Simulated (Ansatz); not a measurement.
# BiAs (model cell, started as layered BN type): a soft mode frozen in

Wanted: the energy along a soft mode of BiAs (model cell, started as layered BN type) and the structure at the end.

Calculated with Ansatz 0.2.0; DFT PBEsol, scalar-relativistic, plane waves, PAW.

This is a report of a sequence of runs, with most program output left out.

The structure was built from a prototype and need not be the compound's stable phase.

### 1. The starting structure

The structure is hexagonal, space group P6_3/mmc (No. 194). The conventional cell has a = 4.982 Å, b = 4.982 Å, c = 6.046 Å, α = 90.00°, β = 90.00°, γ = 120.00°. Bi has 5 As at 2.88 to 3.02 Å nearest. Nearest to As lie 5 Bi at 2.88 to 3.02 Å. Farther neighbours are not listed.

### 2. Phonons on a q mesh

The cell comes from relaxations at this level that are not shown. Stability and thermal properties need the whole zone. Linear response on a 2×2×2 q mesh gives force constants as far as a supercell of that size would.

The input, input.yaml:

```yaml
crystal:
  lattice:
    - [4.9820844675, 0.0, 0.0]
    - [-2.4910422338, 4.3146117127, 0.0]
    - [0.0, 0.0, 6.0463763251]
  atoms:
    - { symbol: Bi, position: [0.3333333333, 0.6666666667, 0.25] }
    - { symbol: Bi, position: [0.6666666667, 0.3333333333, 0.75] }
    - { symbol: As, position: [0.6666666667, 0.3333333333, 0.25] }
    - { symbol: As, position: [0.3333333333, 0.6666666667, 0.75] }
kpoints:
  mp_grid: { grid: [12, 12, 8] }
hamiltonian:
  xc: pbesol
scf:
  occupations: { method: methfessel_paxton, width: 0.2 }
output:
  eigenvalues: true
phonons:
  method: dfpt
  qmesh: [2, 2, 2]
  temperatures: { t_max: 1000, t_step: 50 }
  qpath:
    path:
      - [[0.0, 0.0, 0.0], [0.5, 0.0, 0.0], [0.33333333, 0.33333333, 0.0], [0.0, 0.0, 0.0], [0.0, 0.0, 0.5], [0.5, 0.0, 0.5], [0.33333333, 0.33333333, 0.5], [0.0, 0.0, 0.5]]
      - [[0.5, 0.0, 0.5], [0.5, 0.0, 0.0]]
      - [[0.33333333, 0.33333333, 0.5], [0.33333333, 0.33333333, 0.0]]
    npoints: 10
```

The run is started by

```sh
ansatz run input.yaml --threads 4 --pin off --max-ram 7168MiB --backend cpu --events-out ev --progress --plain --runs-dir out
```

Elapsed: 7.4 min, on 4 threads of Arm Neoverse V2, shared host; peak memory 2.7 GiB.

Numbers from this step:

```
volume per atom                                         : 32.49 Å³
gap on the k-mesh                                       : 0 eV
sum-rule residual before enforcement                    : 2.98e-5 eV/Å²
lowest frequency on the path                            : -107.1 cm⁻¹
point group                                             : 6/mmm
highest frequency on the path or at a solved wavevector : 158.0 cm⁻¹
highest optical mode at the zone centre (no LO-TO term) : 145.4 cm⁻¹
lowest optical zone-centre mode                         : -107.1 cm⁻¹
lowest mode on the q mesh (acoustic modes at Γ apart)   : -107.1 cm⁻¹
```

Frequencies (cm⁻¹) solved at each irreducible wavevector; negative means imaginary. Frequencies by wavevector, by row:

```tsv
q in reciprocal lattice units	star	mode 1	mode 2	mode 3	mode 4	mode 10	mode 11	mode 12
0 0 0	1	-107.1	-7.9	-7.9	0	140.7	145.4	145.4
0 0 -0.5	1	22.6	22.6	22.6	22.6	158	158	158
0 -0.5 0	3	-21	27.8	35.2	40.8	114.6	134.1	140.9
0 -0.5 -0.5	3	36	36	73.1	73.1	136.7	147.7	147.7
```

Interpolated from a 2×2×2 q mesh. The phonon branches at the labelled points (cm⁻¹):

```tsv
point	branch 1	branch 2	branch 3	branch 4	branch 9	branch 10	branch 11	branch 12
Γ	-107	-8	-8	0	141	141	145	145
halfway	-69	-11	20	24	114	129	137	140
M	-21	28	35	41	92	115	134	141
halfway	30	30	40	45	92	114	131	132
K	36	36	47	57	108	108	110	131
halfway	-56	18	27	29	112	124	135	136
Γ	-107	-8	-8	0	141	141	145	145
halfway	-46	15	15	16	149	149	152	152
A	23	23	23	23	158	158	158	158
halfway	27	27	65	65	136	136	150	150
L	36	36	73	73	137	137	148	148
halfway	46	46	72	72	135	135	144	144
H	58	58	68	68	131	131	143	143
halfway	33	33	68	68	134	134	146	146
A	23	23	23	23	158	158	158	158
jump to L	36	36	73	73	137	137	148	148
halfway	19	37	56	61	116	119	140	144
M	-21	28	35	41	92	115	134	141
jump to H	58	58	68	68	131	131	143	143
halfway	52	57	57	58	119	119	119	133
K	36	36	47	57	108	108	110	131
```

Symmetry leaves 4 wavevectors to solve. The lowest mode among them, the acoustic zeros apart, lies at Γ and is imaginary, 107.1i cm⁻¹, so the energy falls along it.

### 3. The mode frozen in, largest atomic shift 0 Å

The mode followed lies at q = (0, -0.5, 0) with frequency 21.0i cm⁻¹, one of the unstable modes though not the softest. At small amplitude the distorted cell has space group no. 62 by a symmetry search on the positions. The undistorted cell that holds it gives the zero of energy on the same k mesh.

System of this step: BiAs (model cell, started as layered BN type). The structure is hexagonal, space group P6_3/mmc (No. 194). Conventional cell: a = 4.982 Å, b = 4.982 Å, c = 6.046 Å, α = 90.00°, β = 90.00°, γ = 120.00°. Bi has 5 As at 2.88 to 3.02 Å nearest. As has 5 Bi at 2.88 to 3.02 Å nearest. Farther neighbours are not listed.

The input, input.yaml:

```yaml
crystal:
  lattice:
    - [-4.9820844675, 0.0, 0.0]
    - [0.0, 0.0, -6.0463763251]
    - [0.0, -8.6292234254, 0.0]
  atoms:
    - { symbol: Bi, position: [0.5, 0.75, 0.1666666667] }
    - { symbol: Bi, position: [0.0, 0.75, 0.6666666667] }
    - { symbol: Bi, position: [0.0, 0.25, 0.3333333333] }
    - { symbol: Bi, position: [0.5, 0.25, 0.8333333333] }
    - { symbol: As, position: [0.0, 0.75, 0.3333333333] }
    - { symbol: As, position: [0.5, 0.75, 0.8333333333] }
    - { symbol: As, position: [0.5, 0.25, 0.1666666667] }
    - { symbol: As, position: [0.0, 0.25, 0.6666666667] }
kpoints:
  mp_grid: { grid: [8, 6, 4] }
hamiltonian:
  xc: pbesol
scf:
  occupations: { method: methfessel_paxton, width: 0.2 }
output:
  forces: true
  stress: true
  eigenvalues: true
```

Wall time 12 s (4 threads); peak memory 1.2 GiB; 45 s of CPU time.

This step gave:

* pressure: -0.02758 GPa
* energy from the undistorted cell: 0 meV/atom

The run ends at a pressure of -0.03 GPa, with forces up to 0.013 eV/Å.

### 4. The mode frozen in, largest atomic shift 0.08 Å

The atoms are moved along the unstable eigenvector, the largest shift by 0.08 Å, with the cell fixed.

input.yaml, the sections that differ from step 3:

```yaml
crystal:
  lattice:
    - [-4.9820844675, 0.0, 0.0]
    - [0.0, 0.0, -6.0463763251]
    - [0.0, -8.6292234254, 0.0]
  atoms:
    - { symbol: Bi, position: [0.5081310208, 0.75, 0.1666666667] }
    - { symbol: Bi, position: [-0.0081310208, 0.75, 0.6666666667] }
    - { symbol: Bi, position: [0.0081310208, 0.25, 0.3333333333] }
    - { symbol: Bi, position: [0.4918689792, 0.25, 0.8333333333] }
    - { symbol: As, position: [0.0160575359, 0.75, 0.3333333333] }
    - { symbol: As, position: [0.4839424641, 0.75, 0.8333333333] }
    - { symbol: As, position: [0.5160575359, 0.25, 0.1666666667] }
    - { symbol: As, position: [-0.0160575359, 0.25, 0.6666666667] }
# kpoints, hamiltonian, scf, output: as in step 3
```

The job ended after 12 s (4 threads; peak memory 1.2 GiB).

This step gave:

```yaml
pressure: -0.05912 GPa
energy_from_the_undistorted_cell: -0.256 meV/atom
```

The energy, extrapolated to zero smearing, is -0.26 meV/atom against the undistorted cell.

The run ends at a pressure of -0.06 GPa, with forces up to 0.043 eV/Å.

### 5. Energy along the mode, all amplitudes (two of the runs are shown above)

An imaginary frequency means negative curvature, so the energy should fall and then rise again as anharmonic terms take over.

This step gave:

- depth at the lowest point sampled: 0.256 meV/atom
- largest atomic shift at that point: 0.08 Å

The energy from the parent by largest atomic shift:

```tsv
largest atomic shift (Å)	energy from the parent (meV/atom)
0.000	0
0.040	-0.092
0.080	-0.256
0.140	-0.132
0.220	1.61
0.320	7.69
```

Displacement at unit largest shift by atom:

```tsv
atom	x (Å)	y (Å)	z (Å)	size
Bi1	-0.51	0.00	0.00	0.51
Bi2	0.51	0.00	0.00	0.51
Bi3	-0.51	0.00	0.00	0.51
Bi4	0.51	0.00	0.00	0.51
As5	-1.00	0.00	0.00	1.00
As6	1.00	0.00	0.00	1.00
As7	-1.00	0.00	0.00	1.00
As8	1.00	0.00	0.00	1.00
```

The lowest of the steps tried is at 0.08 Å, 0.256 meV/atom below the parent; the bottom of the well need not coincide with a step.

### 6. Relaxing from the distorted cell

Starting from the lowest point found, all atoms and the cell are let go, so that strain and other modes of the same symmetry can join in.

Edit input.yaml of step 4 so:

```diff
@@ -24 +24,6 @@
   eigenvalues: true
+relax:
+  adjacent_minimum: "off"
+  f_tol: 0.002
+  max_steps: 120
+  cell: { stress_tol: 0.03 }
```

The job ended after 4.3 min (4 threads; peak memory 1.2 GiB; 17 min of CPU time).

Relaxation path:

```tsv
step	energy less that of the first step (eV)	largest force component (eV/Å)	pressure (GPa)	volume (Å³)
1	0.0000	0.0358	-0.06	259.94
2	-0.0027	0.0162	0.04	259.18
3	-0.0049	0.0293	-0.05	259.15
4	-0.0114	0.0488	-0.19	258.52
5	-0.0368	0.0695	-0.52	257.17
6	-0.1235	0.0533	-1.14	253.31
7	-0.3105	0.1210	-1.28	244.89
8	-0.5516	0.2586	-1.09	234.87
9	-0.7917	0.3131	-0.85	226.31
10	-0.9938	0.1829	0.38	216.19
11	-1.0424	0.2806	0.02	213.40
12	-1.1666	0.0325	0.01	210.27
13	-1.1739	0.0067	-0.05	210.00
14	-1.1744	0.0020	0.05	209.68
15	-1.1743	0.0045	-0.07	210.04
16	-1.1744	0.0006	0.00	209.82
17	-1.1745	0.0002	0.00	209.82
18*	-1.1690	0.0002	-0.01	209.82
```

Relaxation steps marked * repeat the geometry before them on a plane-wave basis chosen anew for their cell, so energy and pressure can jump there. Relaxation step 15 was tried and not accepted.

The run keeps the 8 symmetry operations that it works with, so distortions that break them were not tested.

```tsv
cell as run	before	after	change
a (Å)	4.982	4.202	-15.6 %
b (Å)	6.046	5.942	-1.7 %
c (Å)	8.629	8.402	-2.6 %
volume (Å³/atom)	32.49	26.23	-19.3 %
```

The atoms that moved most (Å, as changes of fractional coordinates times the final cell):

```tsv
atom	dx	dy	dz	length
Bi1	-1.016	0.350	0.000	1.075
Bi4	1.016	-0.350	0.000	1.075
Bi2	1.016	0.350	0.000	1.075
Bi3	-1.016	-0.350	0.000	1.075
As6	0.983	-0.350	0.000	1.044
As7	-0.983	0.350	0.000	1.044
As8	0.983	0.350	0.000	1.044
As5	-0.983	-0.350	0.000	1.044
```

Final coordinates:

```xyz
8
Lattice="-4.2025 0.0000 0.0000 0.0000 0.0000 -5.9419 0.0000 -8.4025 0.0000" Properties=species:S:1:pos:R:3 pbc="T T T"
Bi   -3.1518   -1.0504   -4.4564
Bi    1.0506   -5.2516   -4.4564
Bi   -1.0506   -3.1509   -1.4855
Bi   -1.0507   -7.3521   -1.4855
As   -1.0506   -3.1509   -4.4564
As   -1.0506   -7.3521   -4.4564
As   -3.1519   -1.0504   -1.4855
As    1.0506   -5.2516   -1.4855
```

Numbers from this step:

```
pressure          : -0.008945 GPa
volume per atom   : 26.23 Å³
gap on the k-mesh : 0.02372 eV
```

The distorted start has space group Pnma; the relaxation ends in Fm-3m.

### 7. The new phase in its own primitive cell

The relaxed structure is symmetrised, reduced to its primitive cell and relaxed tightly, as its phonons need.

System of this step: BiAs (model cell, started as layered BN type). Symmetry: Fm-3m, No. 225, cubic system. Conventional cell: a = 5.942 Å, b = 5.942 Å, c = 5.942 Å, α = 90.00°, β = 90.00°, γ = 90.00°. Bi has 6 As at 2.97 Å nearest. Nearest to As lie 6 Bi at 2.97 Å. Farther neighbours are not listed.

input.yaml, the sections that differ from step 6:

```yaml
crystal:
  lattice:
    - [0.0, 2.971094661, 2.971094661]
    - [2.971094661, 0.0, 2.971094661]
    - [2.971094661, 2.971094661, 0.0]
  atoms:
    - { symbol: Bi, position: [0.0, 0.0, 0.0] }
    - { symbol: As, position: [0.5, 0.5, 0.5] }
kpoints:
  mp_grid: { grid: [12, 12, 12] }
relax:
  adjacent_minimum: "off"
  f_tol: 0.001
  max_steps: 60
  cell: { stress_tol: 0.01 }
# hamiltonian, scf, output: as in step 6
```

Wall time 2.1 s (4 threads); peak memory 0.41 GiB; 7.2 s of CPU time.

Little changed from the start: no atom moved by 0.005 Å and no cell edge by 0.1 %.

This step gave:

```
pressure           : 0.006227 GPa
gap on the k-mesh  : 0.08950 eV
direct gap on mesh : 0.2354 eV
```

The forces vanish by symmetry and the pressure is 0.006 GPa, within the tolerances set. The cell now holds 26.23 Å³/atom.

### 8. Modes of the new phase, k-mesh 12×12×12

A relaxed structure may still be a saddle point, so its zone-centre modes are computed. No field response is asked, and the gap on the mesh is small against the smearing.

Edit input.yaml of step 7 so:

```diff
@@ -15,9 +15,4 @@
 output:
-  forces: true
-  stress: true
   eigenvalues: true
-relax:
-  adjacent_minimum: "off"
-  f_tol: 0.001
-  max_steps: 60
-  cell: { stress_tol: 0.01 }
+phonons:
+  method: dfpt
```

The job ended after 9.5 s (4 threads; peak memory 0.79 GiB).

This step gave:

```
sum-rule residual before enforcement                    : 1.04e-4 eV/Å²
point group                                             : m-3m
highest optical mode at the zone centre (no LO-TO term) : -125.5 cm⁻¹
lowest optical zone-centre mode                         : -125.5 cm⁻¹
```

Patterns of degenerate modes are one choice out of their space. Modes at Γ, with each element's share of the kinetic energy (negative means imaginary):

```tsv
mode	frequency (cm⁻¹)	symmetry	Bi %	As %
1	-125.5	T1u	26	74
2	-125.5	T1u	26	74
3	-125.5	T1u	26	74
4	0.0	acoustic	74	26
5	0.0	acoustic	74	26
6	0.0	acoustic	74	26
```

Displacements in mode 3 (-125.5 cm⁻¹), the largest set to 1:
```
Bi1  0.00 -0.36  0.03
As2  0.00  1.00 -0.10
```

Before it was imposed, the acoustic sum rule was missed by 1.0e-4 eV/Å². Small misses are needed for a sound result but don't prove that mesh and cutoff are converged. The lowest optical mode is imaginary, 125.5i cm⁻¹, so the energy falls along it.

### 9. The phases reached

The phases reached along the modes that were followed are set side by side.

Energies are those of the first relaxation, on the mesh of the frozen mode; space group, volume and gap are those of the last relaxation. Phases, by row:

```tsv
mode frozen in	space group	energy from parent (meV/atom)	volume (Å³/atom)	gap on mesh (eV)	lowest zone-centre optical mode (cm⁻¹)	largest shift (Å)
parent	P6_3/mmc	0	32.49	0	–	–
q = (0, 0, 0), 107i cm⁻¹	P6_3mc	-24.76	33.6	0	19.9	0.179
q = (0, -0.5, 0), 21i cm⁻¹	Fm-3m	-146.4	26.23	0.09	-125.5	1.107
```

### 10. Outcome

| Property | Result |
| --- | --- |
| unstable mode of the parent | q = (0, -0.5, 0), 21i cm⁻¹ |
| depth at the lowest point sampled | 0.256 meV/atom |
| largest atomic shift at that point | 0.08 Å |
| space group reached (within 0.01 Å) | Fm-3m |
| energy gained over the parent (first relaxation, on the mesh of the frozen mode) | 146 meV/atom |
| volume per atom, phase reached | 26.2 Å³ |
| gap on the k-mesh, phase reached | 0.0895 eV |
| lowest optical zone-centre mode, phase reached | -126 cm⁻¹ |
| highest optical mode at the zone centre (no LO-TO term), phase reached | -126 cm⁻¹ |

In words: Along this mode the structure falls into Fm-3m, 146 meV/atom below the parent. At the parent's cell the well is 0.256 meV/atom deep on the steps tried, with its lowest point at a shift of 0.08 Å. Relaxing atoms and cell changes the gain by +146.12 meV/atom against the lowest step (energies at zero smearing). Most of the total comes from this relaxation. The new phase still has an imaginary mode at the zone centre of its cell, so it is a saddle point on the way to a lower structure. How so shallow a well moves with the k mesh was not tested. Of the 2 patterns followed to their end from this parent, this one reaches the lowest energy. Each path keeps the symmetry of its pattern, so a lower phase may lie along a pattern not tried. With no gap, or one that is small against the smearing, the frequencies hang on the k mesh and the smearing, most of all near Kohn anomalies. The volume moved by more than a tenth on the k mesh of the start, so the energy gain is rough. Spin-orbit coupling is left out, which can matter for the heavy elements here. A phonon run warned that its eigensolver left some bands unconverged in a pass. The starting cell was built on a prototype and not taken from a measurement, so the phase need not exist.

[Logs are printed without paths, hosts, clocks, repeated set-up lines and the standing remarks that a program may print on its own settings, such as how far it seeks lower states.]

[Hosts, paths, dates, database ids (printed as entryN), source tags and the programs' standing remarks are cut or masked in the printed files.]
